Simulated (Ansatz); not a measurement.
# Band gap of MgO (Fm-3m) from density functionals to GW

Aim: the gap of MgO (Fm-3m) at several levels of theory on one structure, with the time that each takes.

Main program and level: Ansatz 0.2.0; density functionals, hybrids and G0W0, plane waves, PAW.

**Experimental background.**

- Gap 7.83 eV: direct gap at Gamma, low temperature; bulk crystal (literature value) (quoted in “The Band-Gap Studies of Short-Period CdO/MgO Superlattices”, 2021, pmc:8035356).

## 1. The starting structure

The structure is cubic, space group Fm-3m (No. 225). Conventional cell: a = 4.194 Å, b = 4.194 Å, c = 4.194 Å, α = 90.00°, β = 90.00°, γ = 90.00°. Nearest to Mg lie 6 O at 2.10 Å. Nearest to O lie 6 Mg at 2.10 Å. Farther neighbours and most contacts between anions are not listed.

Coordinates:

```cif
data_structure
_symmetry_space_group_name_H-M 'P 1'
_symmetry_Int_Tables_number 1
_cell_length_a 2.9656
_cell_length_b 2.9656
_cell_length_c 2.9656
_cell_angle_alpha 60.000
_cell_angle_beta 60.000
_cell_angle_gamma 60.000
_cell_volume 18.44
loop_
_atom_site_label
_atom_site_type_symbol
_atom_site_fract_x
_atom_site_fract_y
_atom_site_fract_z
_atom_site_occupancy
Mg1 Mg 0.00000 0.00000 0.00000 1
O2 O 0.50000 0.50000 0.50000 1
```

The cell and positions are those that the Materials Project relaxed with its own functionals (PBE, PBE+U or r2SCAN), kept fixed.

The logs state that the PAW files were generated under PBE.

## 2. LDA on the 10×10×10 mesh

This step: DFT, LDA, plane waves, PAW; PAW set soft_1.

input.yaml reads:

```yaml
crystal:
  lattice:
    - [0.0, 2.0970013927, 2.0970013927]
    - [2.0970013927, 0.0, 2.0970013927]
    - [2.0970013927, 2.0970013927, 0.0]
  atoms:
    - { symbol: Mg, position: [0.0, 0.0, 0.0] }
    - { symbol: O, position: [0.5, 0.5, 0.5] }
kpoints:
  mp_grid: { grid: [10, 10, 10] }
  band_path:
    path:
      - [0.0, 0.0, 0.0]
      - [0.5, 0.0, 0.5]
      - [0.625, 0.25, 0.625]
      - [0.375, 0.375, 0.75]
      - [0.5, 0.5, 0.5]
      - [0.5, 0.25, 0.75]
    npoints: 1
hamiltonian:
  xc: lda
  pseudopotentials: { kind: paw, azcp: { folder: soft_1 }, xc_functional: pbe }
scf:
  occupations: { method: fixed }
  n_extra_bands: 4
output:
  eigenvalues: true
  forces: true
  stress: true
```

Started as:

```console
ansatz run input.yaml --threads 4 --pin off --max-ram 138240MiB --backend cuda --events-out ev --progress --plain --runs-dir out --devices 1 --max-vram 26GiB
```

Numbers of over 12 decimals in the logs are rounded to 6 here.

Log:

```text
scf.n_extra_bands = 4 over 8 filled bands (N_el = 16.0): the run solves 12 bands
GPUs: using 1 of 1 available (devices: 1).
Engine: ansatz 0.2.0, x86_64-unknown-linux-gnu
Pseudopotentials: kind: paw
Pseudopotential: Mg, paw, valence charge 10, recommended cutoff 420 eV (normal), soft_1/Mg.paw.azcp
Pseudopotential: O, paw, valence charge 6, recommended cutoff 420 eV (normal), soft_1/O.paw.azcp
Functional definition: SPW92
  exchange = slater_x
  correlation = pw_c
device memory: the entry about to start is reckoned to put 1.0 GiB on a device that reports 59.2 GiB free (of which the cap on the GPU budget leaves the run 26.0 GiB)
GPU FFT provider: cuFFT
GPU libraries: cuBLAS 13.8.2, cuFFT 12.4.0, cuSOLVER 12.3.4
Crystal: 2 atoms, lattice volume = 18.443 Å³
Basis set: ecut = 420 eV, 339 PW (Γ)
Bands: 12, of which v1, the nominal top of the filled ones, is band 8 counted from 1 (7 counted from 0)
Symmetry: 48 space group operations
Space group: Fm-3m (ITA 225), of the structure as read, at distance tolerance 2.6e-5 Å
k-points: 47 of 1000
Non-local potential: Mg, projectors of the file, l = 0: 3, l = 1: 2, l = 2: 1
Non-local potential: O, projectors of the file, l = 0: 2, l = 1: 2, l = 2: 1
PAW form: soft (Blöchl's): semilocal exchange-correlation on the pseudo side does not see the compensation charge
PAW frozen core: Mg, regenerated for the run's functional, and the local potential with it (the file was generated under x = pbe(κ = 0.804, μ = 0.219515), c = pbe(β = 0.066725))
PAW frozen core: O, regenerated for the run's functional, and the local potential with it (the file was generated under x = pbe(κ = 0.804, μ = 0.219515), c = pbe(β = 0.066725))
PAW one-centre angular grid: Mg, 110 points (default); XC on 64 Gauss nodes
PAW one-centre angular grid: O, 110 points (default); XC on 64 Gauss nodes
Initial density: superposition of atomic densities (chi_scale 0.1, normalization cell, long waves kept (reshape's long-wave potential 0.00 eV rms))
Initial wavefunctions: pseudopotential atomic-orbital guess
GPU buffer pool allocated for 8000 grid points (all kernels)
GPU transforms: local potential and band sums: pruned to the plane-wave sphere, on 20×20×20
Functional: x = slater, c = lda
SCF iter   1: F=—  HF=-2460.104205 eV  |F-HF|=—  |Δ(HF+E_count)|=         —  Δρ=6.82e-2  dr2=4.44e-1  ethr=3.10e-3  ⟨swp⟩=4.1  Hψ=3066  notcnv=0  defer=40
preconditioner: auto → none  [insulator: Δε(μ)=4.550 eV  Ē_g=18.249 eV  n_scr=8 (ndim 8)  ℏωp=24.5 eV  f_vac=0.000  ε∞_Penn≈2.8]
SCF iter   2: F=—  HF=-2460.038223 eV  |F-HF|=—  |Δ(HF+E_count)|=   6.60e-2  Δρ=2.61e-2  dr2=7.89e-2  ethr=2.77e-3  ⟨swp⟩=2.8  Hψ=1159  notcnv=0  defer=77
SCF iter   3: F=—  HF=-2460.061682 eV  |F-HF|=—  |Δ(HF+E_count)|=   2.35e-2  Δρ=1.44e-2  dr2=2.28e-2  ethr=4.93e-4  ⟨swp⟩=2.2  Hψ=867  notcnv=0  defer=90
SCF iter   4: F=—  HF=-2460.056694 eV  |F-HF|=—  |Δ(HF+E_count)|=   4.99e-3  Δρ=2.65e-3  dr2=1.05e-3  ethr=1.43e-4  ⟨swp⟩=2.0  Hψ=827  notcnv=0  defer=91
SCF iter   5: F=—  HF=-2460.056895 eV  |F-HF|=—  |Δ(HF+E_count)|=   2.01e-4  Δρ=3.79e-4  dr2=1.69e-5  ethr=6.56e-6  ⟨swp⟩=2.6  Hψ=926  notcnv=0  defer=92
SCF iter   6: F=—  HF=-2460.056911 eV  |F-HF|=—  |Δ(HF+E_count)|=   1.63e-5  Δρ=2.67e-5  dr2=3.84e-8  ethr=6.25e-10  ⟨swp⟩=5.6  Hψ=3625  notcnv=0
SCF iter   7: F=-2460.056911 eV  HF=-2460.056911 eV  |F-HF|=8.55e-11  |Δ(HF+E_count)|=   9.22e-8  Δρ=2.86e-6  dr2=6.17e-10  ethr=2.40e-10  ⟨swp⟩=2.4  Hψ=2393  notcnv=0
SCF 1 converged in 7 iterations: F = -2460.056911 eV  dr2 = 6.17e-10
[...]
concurrent solve slots: 3 of 4 are kept, ahead of what memory takes: no pass of the eigensolver takes more rounds on 3
device memory: the entry about to start is reckoned to put 0.6 GiB on a device that reports 59.1 GiB free (of which the cap on the GPU budget leaves the run 26.0 GiB)
NSCF: frozen V_eff on 6 k-points
SCF converged after 7 iterations
Free energy (F): -2460.056911 eV
Harris-Foulkes:  -2460.056911 eV  (|F-HF|=8.55e-11)
Internal energy: -2460.056911 eV  (E = F + TS)
E sigma→0 (E₀):  -2460.056911 eV
Fermi energy:    7.841903 eV
--- Per-component energies (eV) ---
  E_band       = -294.135400
  E_kinetic    = 242.741323
  E_local      = -1683.520490  (includes V_loc(G=0)·N_el)
  E_nonlocal   = 249.393458
  E_hartree    = 556.444445
  E_xc         = -99.250862
  E_vxc        = -128.046406  (∫ρ·V_xc dr)
  E_paw        = -431.194352  (= ΣΔE_a)
  E_vpaw       = -87.593234  (= ΣTr[D̂ρ^β])
  E_aug_tail   = 0.000821  (compensation charges beyond the density's cutoff)
  E_ewald      = -1294.918655
  E_core_change = 0.247401  (= ΣΔE_core)
  E_smearing   = -0.000000  (= −TS)
  E_closure    = 0.000000  (closes the sum)
  Σ components = -2460.056911   (vs F -2460.056911, Δ=0.00e0)
--- Forces (eV/Å), atoms counted from 1 ---
  atom   1  Mg    -0.00000000     0.00000000     0.00000000
  atom   2  O      0.00000000    -0.00000000    -0.00000000
  max |Σ_I F_I| component: 4.98e-27 eV/Å
--- Stress (GPa, compression-positive) ---
       -3.930182       0.000000       0.000000
       -0.000000      -3.930182       0.000000
        0.000000       0.000000      -3.930182
  P = ⅓ Tr σ = -3.9302 GPa (-39.302 kbar)
--- Band table (eV; the first three rows and the last of 47) ---
  k-point 0: bands = [... 4 lower, -9.2234, 7.8419, 7.8419, 7.8419, 12.6303, 23.4531, 23.4531, 23.4531]
  k-point 1: bands = [... 4 lower, -9.1070, 7.1823, 7.7723, 7.7723, 13.2516, 22.2210, 23.6942, 23.6942]
  k-point 2: bands = [... 4 lower, -8.7866, 5.8354, 7.5957, 7.5957, 14.4260, 20.7299, 24.1836, 24.1836]
  k-point 46: bands = [... 4 lower, -7.5039, 4.4293, 5.2507, 6.0581, 18.7254, 19.5530, 19.9384, 23.6721]
```

Elapsed: 7.8 s, on 1 × NVIDIA H100 80GB HBM3 (shared by 3 runs) with 4 threads of AMD EPYC 7R13 (Zen 3), shared host; peak memory 0.83 GiB; 4.6 s of CPU time.

The column dr2 measures how far the density is from self-consistency, as an energy; F and HF (Harris–Foulkes) agree once it is small.

This step gave:

- pressure: -3.930 GPa
- gap: 4.788 eV
- valence top at: Γ
- conduction bottom at: Γ
- least direct gap: 4.788 eV

Over mesh and listed points the gap is 4.788 eV, direct, at k = Γ.

## 3. PBEsol on the 10×10×10 mesh

This step: DFT, PBEsol, plane waves, PAW; PAW set soft_1.

Changes to input.yaml since step 2:

```diff
@@ -20,3 +20,3 @@
 hamiltonian:
-  xc: lda
+  xc: pbesol
   pseudopotentials: { kind: paw, azcp: { folder: soft_1 }, xc_functional: pbe }
```

Log:

```text
[...]
GPUs: using 1 of 1 available (devices: 1).
[...]
GPU FFT provider: cuFFT
GPU libraries: cuBLAS 13.8.2, cuFFT 12.4.0, cuSOLVER 12.3.4
Crystal: 2 atoms, lattice volume = 18.443 Å³
Basis set: ecut = 420 eV, 339 PW (Γ), exchange–correlation on 40×40×40 points (8 copies of the dense FFT grid, shifted against one another)
Bands: 12, of which v1, the nominal top of the filled ones, is band 8 counted from 1 (7 counted from 0)
Symmetry: 48 space group operations
[...]
k-points: 47 of 1000
[...]
GPU buffer pool allocated for 8000 grid points (all kernels)
[...]
SCF iter   1: F=—  HF=-2475.874224 eV  |F-HF|=—  |Δ(HF+E_count)|=         —  Δρ=7.13e-2  dr2=4.69e-1  ethr=3.10e-3  ⟨swp⟩=4.1  Hψ=3152  notcnv=0  defer=35
[...]
SCF iter   7: F=-2475.872135 eV  HF=-2475.872135 eV  |F-HF|=6.21e-10  |Δ(HF+E_count)|=   2.36e-7  Δρ=3.87e-6  dr2=1.08e-9  ethr=6.25e-10  ⟨swp⟩=6.2  Hψ=3117  notcnv=0
SCF 1 converged in 7 iterations: F = -2475.872135 eV  dr2 = 1.08e-9
[...]
NSCF: frozen V_eff on 6 k-points
SCF converged after 7 iterations
Free energy (F): -2475.872135 eV
[...]
Internal energy: -2475.872135 eV  (E = F + TS)
E sigma→0 (E₀):  -2475.872135 eV
Fermi energy:    8.094276 eV
[...]
--- Stress (GPa, compression-positive) ---
        2.422034       0.000000      -0.000000
        0.000000       2.422034       0.000000
       -0.000000       0.000000       2.422034
  P = ⅓ Tr σ = 2.4220 GPa (24.220 kbar)
--- Band table (eV; the first three rows and the last of 47) ---
  k-point 0: bands = [... 4 lower, -9.1626, 8.0943, 8.0943, 8.0943, 12.8596, 23.8168, 23.8168, 23.8168]
  k-point 1: bands = [... 4 lower, -9.0486, 7.4307, 8.0249, 8.0249, 13.4911, 22.5413, 24.0601, 24.0601]
  k-point 2: bands = [... 4 lower, -8.7351, 6.0833, 7.8490, 7.8490, 14.6813, 21.0341, 24.5625, 24.5625]
  k-point 46: bands = [... 4 lower, -7.4892, 4.6858, 5.5079, 6.3230, 19.0143, 19.9958, 20.2465, 24.0815]
```

Wall time 5.1 s (1 × NVIDIA H100 80GB HBM3 (shared by 3 runs) with 4 threads); peak memory 0.88 GiB; 4.3 s of CPU time.

Numbers from this step:

```yaml
pressure: 2.422 GPa
gap: 4.765 eV
valence_top_at: Γ
conduction_bottom_at: Γ
least_direct_gap: 4.765 eV
```

Over mesh and listed points the gap is 4.765 eV, direct, at k = Γ. PBEsol against LDA: 4.765 − 4.788 = −0.023 eV, with the same mesh, files and cutoff, and both edges at the same k points.

## 4. PBE on the 10×10×10 mesh

Levels along a band path and on the mesh show where this functional puts the band edges.

This step: DFT, PBE, plane waves, PAW; PAW set soft_1.

input.yaml reads:

```yaml
crystal:
  lattice:
    - [0.0, 2.0970013927, 2.0970013927]
    - [2.0970013927, 0.0, 2.0970013927]
    - [2.0970013927, 2.0970013927, 0.0]
  atoms:
    - { symbol: Mg, position: [0.0, 0.0, 0.0] }
    - { symbol: O, position: [0.5, 0.5, 0.5] }
kpoints:
  mp_grid: { grid: [10, 10, 10] }
  band_path:
    path:
      - [[0.0, 0.0, 0.0], [0.5, 0.0, 0.5], [0.625, 0.25, 0.625]]
      - [[0.375, 0.375, 0.75], [0.0, 0.0, 0.0], [0.5, 0.5, 0.5], [0.5, 0.25, 0.75], [0.5, 0.0, 0.5]]
    npoints: 10
hamiltonian:
  xc: pbe
  pseudopotentials: { kind: paw, azcp: { folder: soft_1 } }
scf:
  occupations: { method: fermi_dirac, width: 0.02 }
  n_extra_bands: 4
output:
  eigenvalues: true
  forces: true
  stress: true
  write_density: true
  write_potential: true
  elf: true
  volumetric_format: npy
```

Log:

```text
[...]
GPUs: using 1 of 1 available (devices: 1).
[...]
GPU FFT provider: cuFFT
GPU libraries: cuBLAS 13.8.2, cuFFT 12.4.0, cuSOLVER 12.3.4
Crystal: 2 atoms, lattice volume = 18.443 Å³
Basis set: ecut = 420 eV, 339 PW (Γ), exchange–correlation on 40×40×40 points (8 copies of the dense FFT grid, shifted against one another)
[...]
--- Band table (eV; the first three rows and the last of 47) ---
  k-point 0: bands = [... 4 lower, -9.0984, 8.2163, 8.2163, 8.2163, 13.0890, 24.1069, 24.1069, 24.1069]
  k-point 1: bands = [... 4 lower, -8.9865, 7.5652, 8.1480, 8.1480, 13.7144, 22.8479, 24.3497, 24.3497]
  k-point 2: bands = [... 4 lower, -8.6791, 6.2357, 7.9747, 7.9747, 14.9084, 21.3386, 24.8508, 24.8508]
  k-point 46: bands = [... 4 lower, -7.4623, 4.8629, 5.6736, 6.4702, 19.3056, 20.2278, 20.5215, 24.3493]
[key lines of the parts left out:]
SCF converged after 6 iterations
Free energy (F): -2494.122600 eV
Fermi energy:    10.665349 eV
P = ⅓ Tr σ = 6.9923 GPa (69.923 kbar)
```

Run time: 3 s. Hardware: 1 × NVIDIA H100 80GB HBM3 (shared by 3 runs) with 4 threads; peak memory 0.89 GiB.

This step gave:

```
pressure             : 6.992 GPa
gap                  : 4.873 eV
valence top at       : Γ
conduction bottom at : Γ
least direct gap     : 4.873 eV
```

Over mesh and path the gap is 4.873 eV, direct, at k = Γ. The pressure in this cell is 7 GPa; the cell is kept. PBE against PBEsol: 4.873 − 4.765 = +0.108 eV, with the same mesh, files and cutoff, and both edges at the same k points.

## 5. r2SCAN on the 10×10×10 mesh

r2SCAN is a meta-GGA: it depends on the kinetic-energy density as well as on the density and its gradient.

This step: DFT, r2SCAN, plane waves, PAW; PAW set soft_1.

input.yaml reads:

```yaml
crystal:
  lattice:
    - [0.0, 2.0970013927, 2.0970013927]
    - [2.0970013927, 0.0, 2.0970013927]
    - [2.0970013927, 2.0970013927, 0.0]
  atoms:
    - { symbol: Mg, position: [0.0, 0.0, 0.0] }
    - { symbol: O, position: [0.5, 0.5, 0.5] }
kpoints:
  mp_grid: { grid: [10, 10, 10] }
  band_path:
    path:
      - [0.0, 0.0, 0.0]
      - [0.5, 0.0, 0.5]
      - [0.625, 0.25, 0.625]
      - [0.375, 0.375, 0.75]
      - [0.5, 0.5, 0.5]
      - [0.5, 0.25, 0.75]
    npoints: 1
hamiltonian:
  xc: r2scan
  pseudopotentials: { kind: paw, azcp: { folder: soft_1 } }
scf:
  occupations: { method: fixed }
  n_extra_bands: 4
output:
  eigenvalues: true
  forces: true
  stress: true
```

Log:

```text
[...]
GPUs: using 1 of 1 available (devices: 1).
[...]
GPU FFT provider: cuFFT
GPU libraries: cuBLAS 13.8.2, cuFFT 12.4.0, cuSOLVER 12.3.4
Crystal: 2 atoms, lattice volume = 18.443 Å³
Basis set: ecut = 500 eV, 459 PW (Γ), exchange–correlation on 96×96×96 points (64 copies of the dense FFT grid, shifted against one another)
[...]
--- Band table (eV; the first three rows and the last of 47) ---
  k-point 0: bands = [... 4 lower, -10.4611, 7.8026, 7.8026, 7.8026, 13.5791, 24.7118, 24.7118, 24.7118]
  k-point 1: bands = [... 4 lower, -10.3507, 7.1746, 7.7321, 7.7321, 14.1901, 23.4717, 24.9691, 24.9691]
  k-point 2: bands = [... 4 lower, -10.0486, 5.8516, 7.5532, 7.5532, 15.3995, 21.9737, 25.5135, 25.5135]
  k-point 46: bands = [... 4 lower, -8.8691, 4.4358, 5.2476, 6.0499, 19.8932, 21.0340, 21.2131, 25.1446]
[key lines of the parts left out:]
SCF converged after 7 iterations
Free energy (F): -2498.321877 eV
Fermi energy:    7.802649 eV
P = ⅓ Tr σ = 1.6501 GPa (16.501 kbar)
```

Wall time 4.8 s (1 × NVIDIA H100 80GB HBM3 (shared by 3 runs) with 4 threads); peak memory 0.89 GiB; 4.3 s of CPU time.

Numbers from this step:

| Quantity | Value |
| --- | --- |
| pressure | 1.650 GPa |
| gap | 5.776 eV |
| valence top at | Γ |
| conduction bottom at | Γ |
| least direct gap | 5.776 eV |

Over mesh and listed points the gap is 5.776 eV, direct, at k = Γ. r2SCAN against PBE: 5.776 − 4.873 = +0.903 eV. The runs also differ in plane-wave cutoff (420 eV and 500 eV), so how much of this comes from the functional alone is not known.

## 6. HSE06 on the 6×6×6 mesh

HSE06 mixes in a quarter of exact exchange at short range.

This step: DFT, HSE06, plane waves, PAW; PAW set soft_1.

Changes to input.yaml since step 5:

```diff
@@ -9,3 +9,3 @@
 kpoints:
-  mp_grid: { grid: [10, 10, 10] }
+  mp_grid: { grid: [6, 6, 6] }
   band_path:
@@ -20,3 +20,3 @@
 hamiltonian:
-  xc: r2scan
+  xc: hse06
   pseudopotentials: { kind: paw, azcp: { folder: soft_1 } }
@@ -27,3 +27 @@
   eigenvalues: true
-  forces: true
-  stress: true
```

Log:

```text
[...]
GPUs: using 1 of 1 available (devices: 1).
[...]
davidson cushion auto → on  (no smearing: the cushion is to keep the highest requested band from converging to the state above it; pin scf.eigensolver.cushion to override)
[...]
GPU FFT provider: cuFFT
GPU libraries: cuBLAS 13.8.2, cuFFT 12.4.0, cuSOLVER 12.3.4
Crystal: 2 atoms, lattice volume = 18.443 Å³
Basis set: ecut = 420 eV, 339 PW (Γ)
[...]
E sigma→0 (E₀):  -2494.347328 eV
Fermi energy:    6.957005 eV
[...]
--- Band table (eV; the first three rows and the last of 16) ---
  k-point 0: bands = [... 4 lower, -11.9188, 6.9570, 6.9570, 6.9570, 13.5822, 24.8113, 24.8113, 24.8113]
  k-point 1: bands = [... 4 lower, -11.6043, 5.3894, 6.7646, 6.7646, 15.0404, 22.4443, 25.4345, 25.4345]
  k-point 2: bands = [... 4 lower, -10.9005, 3.0300, 6.4041, 6.4041, 16.5790, 21.5038, 25.7423, 25.7423]
  k-point 15: bands = [... 4 lower, -10.2131, 3.1244, 4.5389, 5.1517, 19.4467, 20.5775, 21.7193, 25.9089]
[key lines of the parts left out:]
Free energy (F): -2494.347328 eV
```

The job ended after 8.2 s (1 × NVIDIA H100 80GB HBM3 (shared by 3 runs) with 4 threads; peak memory 0.99 GiB).

This step gave:

- gap: 6.625 eV
- valence top at: Γ
- conduction bottom at: Γ
- least direct gap: 6.625 eV
- exact-exchange fraction: 0.25

Over mesh and listed points the gap is 6.625 eV, direct, at k = Γ. HSE06 against PBE: 6.625 − 4.873 = +1.752 eV. The runs also differ in mesh (10×10×10 and 6×6×6), so how much of this comes from the functional alone is not known.

## 7. PBE0 on the 6×6×6 mesh

PBE0 mixes in a quarter of exact exchange at all distances.

This step: DFT, PBE0, plane waves, PAW; PAW set soft_1.

Changes to input.yaml since step 6:

```diff
@@ -20,3 +20,3 @@
 hamiltonian:
-  xc: hse06
+  xc: pbe0
   pseudopotentials: { kind: paw, azcp: { folder: soft_1 } }
```

Log:

```text
[...]
GPUs: using 1 of 1 available (devices: 1).
[...]
GPU FFT provider: cuFFT
GPU libraries: cuBLAS 13.8.2, cuFFT 12.4.0, cuSOLVER 12.3.4
Crystal: 2 atoms, lattice volume = 18.443 Å³
Basis set: ecut = 420 eV, 339 PW (Γ)
Bands: 12, of which v1, the nominal top of the filled ones, is band 8 counted from 1 (7 counted from 0)
Symmetry: 48 space group operations
[...]
k-points: 16 of 216
[...]
E sigma→0 (E₀):  -2494.600265 eV
Fermi energy:    6.564557 eV
[...]
--- Band table (eV; the first three rows and the last of 16) ---
  k-point 0: bands = [... 4 lower, -12.3363, 6.5646, 6.5646, 6.5646, 13.9330, 25.2022, 25.2022, 25.2022]
  k-point 1: bands = [... 4 lower, -12.0212, 4.9830, 6.3693, 6.3693, 15.4058, 22.8227, 25.8267, 25.8267]
  k-point 2: bands = [... 4 lower, -11.3158, 2.6091, 6.0052, 6.0052, 16.9472, 21.8890, 26.1373, 26.1373]
  k-point 15: bands = [... 4 lower, -10.6263, 2.7033, 4.1273, 4.7450, 19.8199, 20.9695, 22.1037, 26.3071]
[key lines of the parts left out:]
Free energy (F): -2494.600265 eV
```

It took 12 s on 1 × NVIDIA H100 80GB HBM3 (shared by 3 runs) with 4 threads; peak memory 0.99 GiB; 10 s of CPU time.

Numbers from this step:

```yaml
gap: 7.368 eV
valence_top_at: Γ
conduction_bottom_at: Γ
least_direct_gap: 7.368 eV
exact_exchange_fraction: 0.25
```

Over mesh and listed points the gap is 7.368 eV, direct, at k = Γ. PBE0 against HSE06: 7.368 − 6.625 = +0.743 eV, with the same mesh, files and cutoff, and both edges at the same k points.

[end of part 1 of 2]

[Paths, hosts, dates, memory and timing lines, banners, echoed tables and standing remarks are left out of the program output.]

[Logs are printed without paths, hosts, clocks, repeated set-up lines and the standing remarks that a program may print on its own settings, such as how far it seeks lower states.]

[Runs of the session that timed out or met a known fault of the program may be left out.]

[Cells called generated may have been cut or substituted from an entry of the Crystallography Open Database or the Materials Project.]

[Hosts, paths, dates, database ids (printed as entryN), source tags and the programs' standing remarks are cut or masked in the printed files.]

[Where an RPA ε∞ is given, it is that of the G0W0 mesh and is not shown converged in it. Names of k-points follow the symmetry that the program found, which can be lower than the space group named. Band edges on a path are those of the sampled points; other points can move an edge, and change direct to indirect where valleys lie close.]

[Hybrid gaps are those of their k-mesh and are not shown converged in it.]
